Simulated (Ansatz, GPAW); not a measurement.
# Optical response of TiAg2P2 (model structure), part 3 of 3

Aim: the dielectric function of TiAg2P2 (model structure), and the optical constants that follow from it. The structure is a model built here, which may or may not match a known phase. It was built so: All Cu replaced by Ag and Zr replaced by Ti in the P-3m1 structure of ZrCu2P2. The cell is first relaxed with Ansatz.

GPAW 26.7.0; DFT, LDA, plane-wave PAW (GPAW data sets), scalar-relativistic, RPA, optical limit.

So far. Step 3 (Ground state): There are states at the Fermi level within the smearing, so the occupations stay smeared and the carriers get a Drude term.

### Step 5. Dielectric function, RPA (continued)

Values under 1 per cm are given as 1; sum at mesh points, not converged in k. Table of absorption coefficient by photon energy:

| photon energy (eV) | E ∥ x (1/cm) | E ∥ z (1/cm) |
| --- | --- | --- |
| 0.492 | 91822 | 1.6e5 |
| 1.010 | 3.2e5 | 2.5e5 |
| 1.486 | 4.3e5 | 3.2e5 |
| 1.985 | 6.1e5 | 4.0e5 |
| 2.508 | 7.7e5 | 4.3e5 |
| 3.018 | 9.6e5 | 6.6e5 |
| 3.510 | 9.3e5 | 9.7e5 |
| 3.980 | 8.6e5 | 1.1e6 |
| 4.516 | 8.3e5 | 1.2e6 |
| 4.981 | 8.8e5 | 1.2e6 |
| 5.515 | 9.8e5 | 1.3e6 |
| 6.021 | 1.0e6 | 1.3e6 |
| 6.494 | 1.1e6 | 1.2e6 |
| 6.985 | 1.3e6 | 1.2e6 |
| 7.496 | 1.4e6 | 1.3e6 |
| 8.026 | 1.6e6 | 1.4e6 |
| 8.516 | 1.6e6 | 1.4e6 |
| 9.023 | 1.6e6 | 1.4e6 |
| 9.483 | 1.5e6 | 1.4e6 |
| 10.026 | 1.5e6 | 1.3e6 |
| 10.519 | 1.5e6 | 1.4e6 |
| 11.029 | 1.5e6 | 1.4e6 |
| 11.479 | 1.4e6 | 1.3e6 |
| 12.023 | 1.4e6 | 1.4e6 |
| 12.504 | 1.4e6 | 1.4e6 |
| 13.000 | 1.4e6 | 1.4e6 |
| 13.512 | 1.4e6 | 1.5e6 |
| 14.040 | 1.4e6 | 1.4e6 |
| 14.493 | 1.4e6 | 1.3e6 |
| 14.960 | 1.3e6 | 1.3e6 |
| 15.536 | 1.3e6 | 1.3e6 |
| 16.031 | 1.3e6 | 1.3e6 |
| 16.541 | 1.2e6 | 1.2e6 |
| 16.959 | 1.2e6 | 1.2e6 |
| 17.496 | 1.1e6 | 1.1e6 |
| 18.049 | 1.1e6 | 1.1e6 |
| 18.504 | 1.0e6 | 1.1e6 |

Sum at mesh points, not converged in k. The reflectivity at normal incidence by photon energy; read off at these points:

| photon energy (eV) | E ∥ x (%) | E ∥ z (%) |
| --- | --- | --- |
| 0.50 | 56.5 | 57.6 |
| 0.81 | 58.1 | 51.2 |
| 1.00 | 56.5 | 48.5 |
| 1.50 | 52.6 | 43.5 |
| 2.00 | 52.6 | 41.6 |
| 2.50 | 52.3 | 39.1 |
| 3.00 | 54.6 | 43.9 |
| 3.50 | 51.1 | 48.9 |
| 3.85 | 44.6 | 51.1 |
| 4.00 | 42.4 | 50.9 |
| 4.50 | 35.7 | 48.1 |
| 5.00 | 34.0 | 44.9 |
| 5.50 | 34.2 | 47.5 |
| 6.00 | 32.6 | 45.8 |
| 6.50 | 33.1 | 41.6 |
| 7.00 | 35.4 | 38.7 |
| 7.50 | 38.1 | 37.2 |
| 8.00 | 41.4 | 38.5 |
| 8.50 | 44.9 | 39.1 |
| 8.58 | 45.4 | 38.9 |
| 9.00 | 44.0 | 37.5 |
| 9.50 | 41.1 | 35.1 |
| 10.00 | 40.2 | 34.7 |
| 10.50 | 38.9 | 33.2 |
| 11.00 | 38.0 | 32.9 |
| 11.50 | 36.8 | 29.7 |
| 12.00 | 34.3 | 28.7 |
| 12.50 | 33.3 | 28.7 |
| 13.00 | 33.1 | 31.4 |
| 13.50 | 32.0 | 31.9 |
| 14.00 | 33.3 | 33.1 |
| 14.50 | 31.7 | 30.8 |
| 15.00 | 30.9 | 27.1 |
| 15.50 | 29.2 | 26.3 |
| 16.00 | 29.5 | 27.2 |
| 16.50 | 27.0 | 24.7 |
| 17.00 | 26.7 | 24.0 |
| 17.50 | 26.0 | 23.9 |
| 18.00 | 23.5 | 22.4 |
| 18.50 | 22.3 | 21.8 |

Sum at mesh points, not converged in k. Table of Im ε, E ∥ x by photon energy; read off at these points:

| photon energy (eV) | without local fields | with local fields |
| --- | --- | --- |
| 0.50 | 24.3 | 24.3 |
| 0.85 | 35.0 | 35.0 |
| 1.00 | 31.8 | 31.8 |
| 1.50 | 25.1 | 24.6 |
| 2.00 | 23.1 | 22.6 |
| 2.50 | 19.3 | 19.1 |
| 3.00 | 15.9 | 15.7 |
| 3.50 | 9.51 | 9.55 |
| 4.00 | 7.19 | 7.25 |
| 4.50 | 6.30 | 6.33 |
| 5.00 | 6.15 | 6.15 |
| 5.50 | 6.45 | 6.19 |
| 6.00 | 6.13 | 5.75 |
| 6.50 | 6.77 | 6.14 |
| 7.00 | 6.58 | 5.98 |
| 7.50 | 6.33 | 5.70 |
| 8.00 | 5.65 | 5.20 |
| 8.50 | 4.53 | 4.31 |
| 9.00 | 3.48 | 3.26 |
| 9.50 | 3.00 | 2.79 |
| 10.00 | 2.60 | 2.48 |
| 10.50 | 2.27 | 2.17 |
| 11.00 | 2.05 | 1.97 |
| 11.50 | 1.82 | 1.73 |
| 12.00 | 1.69 | 1.60 |
| 12.50 | 1.52 | 1.51 |
| 13.00 | 1.36 | 1.37 |
| 13.50 | 1.25 | 1.32 |
| 14.00 | 1.06 | 1.16 |
| 14.50 | 0.944 | 1.03 |
| 15.00 | 0.841 | 0.941 |
| 15.50 | 0.795 | 0.907 |
| 16.00 | 0.702 | 0.794 |
| 16.50 | 0.643 | 0.740 |
| 17.00 | 0.598 | 0.715 |
| 17.50 | 0.532 | 0.610 |
| 18.00 | 0.492 | 0.566 |
| 18.50 | 0.463 | 0.544 |

Sum at mesh points, not converged in k. Loss function −Im 1/ε at q → 0 against energy loss; read off at these points:

| energy loss (eV) | E ∥ x | E ∥ z |
| --- | --- | --- |
| 0.5 | 0.0115 | 0.0224 |
| 1.0 | 0.0245 | 0.0413 |
| 1.5 | 0.0346 | 0.0502 |
| 2.0 | 0.0422 | 0.0554 |
| 2.5 | 0.0524 | 0.0550 |
| 3.0 | 0.0607 | 0.0500 |
| 3.5 | 0.0915 | 0.0558 |
| 4.0 | 0.131 | 0.0725 |
| 4.5 | 0.158 | 0.0907 |
| 5.0 | 0.163 | 0.113 |
| 5.5 | 0.162 | 0.114 |
| 6.0 | 0.174 | 0.146 |
| 6.5 | 0.163 | 0.181 |
| 7.0 | 0.166 | 0.205 |
| 7.5 | 0.169 | 0.221 |
| 8.0 | 0.170 | 0.229 |
| 8.5 | 0.178 | 0.247 |
| 9.0 | 0.218 | 0.287 |
| 9.5 | 0.263 | 0.320 |
| 10.0 | 0.293 | 0.361 |
| 10.5 | 0.335 | 0.387 |
| 11.0 | 0.370 | 0.432 |
| 11.5 | 0.423 | 0.488 |
| 12.0 | 0.482 | 0.496 |
| 12.5 | 0.521 | 0.512 |
| 13.0 | 0.567 | 0.539 |
| 13.5 | 0.607 | 0.574 |
| 14.0 | 0.653 | 0.648 |
| 14.5 | 0.766 | 0.783 |
| 15.0 | 0.855 | 0.918 |
| 15.5 | 0.926 | 0.916 |
| 16.0 | 1.05 | 1.03 |
| 16.5 | 1.21 | 1.16 |
| 17.0 | 1.26 | 1.25 |
| 17.5 | 1.52 | 1.42 |
| 18.0 | 1.71 | 1.52 |
| 18.5 | 1.81 | 1.65 |

From ε follow the optical constants at some laser and lamp lines:

| wavelength (nm) | n x | k x | R (%) x | 1/α x | n z | k z | R (%) z | 1/α z |
| --- | --- | --- | --- | --- | --- | --- | --- | --- |
| 1550 | 6.02 | 2.871 | 58.1 | 43 nm | 4.36 | 2.657 | 51.3 | 46 nm |
| 532 | 3.40 | 3.053 | 52.6 | 14 nm | 3.31 | 1.748 | 38.8 | 24 nm |
| 450 | 2.94 | 3.095 | 53.2 | 12 nm | 3.59 | 1.852 | 41.4 | 19 nm |
| 365 | 1.91 | 2.770 | 52.7 | 10 nm | 3.36 | 2.631 | 48.2 | 11 nm |
| 308 | 1.70 | 2.111 | 42.1 | 12 nm | 2.33 | 2.802 | 50.8 | 8.7 nm |
| 248 | 1.76 | 1.745 | 34.0 | 11 nm | 1.83 | 2.296 | 44.9 | 8.6 nm |
| 193 | 1.80 | 1.684 | 32.6 | 9.1 nm | 1.27 | 1.908 | 42.3 | 8.0 nm |

In reflection the computed colour is light grey: x = 0.313, y = 0.325, luminous reflectivity 46 %.

### Step 6. What came out

**Reading.** At this level (LDA, RPA) TiAg2P2 is a metal. The mesh is too coarse to trust the carriers' weight, the reflectivity or the colour to better than tens of per cent. The cell grew by 0.8 % in volume. In reflection the computed colour is light grey: x = 0.313, y = 0.325, luminous reflectivity 46 %. The carriers' damping of 0.03 eV is typed, not computed; it shapes the response at the lowest energies. The curves end at 19 eV, about where the summed bands run out. In this version of GPAW the matrix elements of the optical limit are incomplete, which can lower ε − 1 by up to a tenth where first-row anions or d states rule, and shift it by more in d metals. GPAW's carrier term has the form −ωp²/(ω + i·rate)², which damps like twice the rate and fails at low energy, so the curves leave the lowest energies out. The sum runs over mesh points 0.19 Å⁻¹ apart with no interpolation, so peaks are partly noise of the mesh, and the Drude plasma energy, a sum over the Fermi surface, isn't converged. Besides steps told in other documents, this task had 1 step that the program refused or didn't finish; those not told in a step above aren't shown.

[Hosts, paths, dates, database ids (printed as entryN), source tags and the programs' standing remarks are cut or masked in the printed files.]
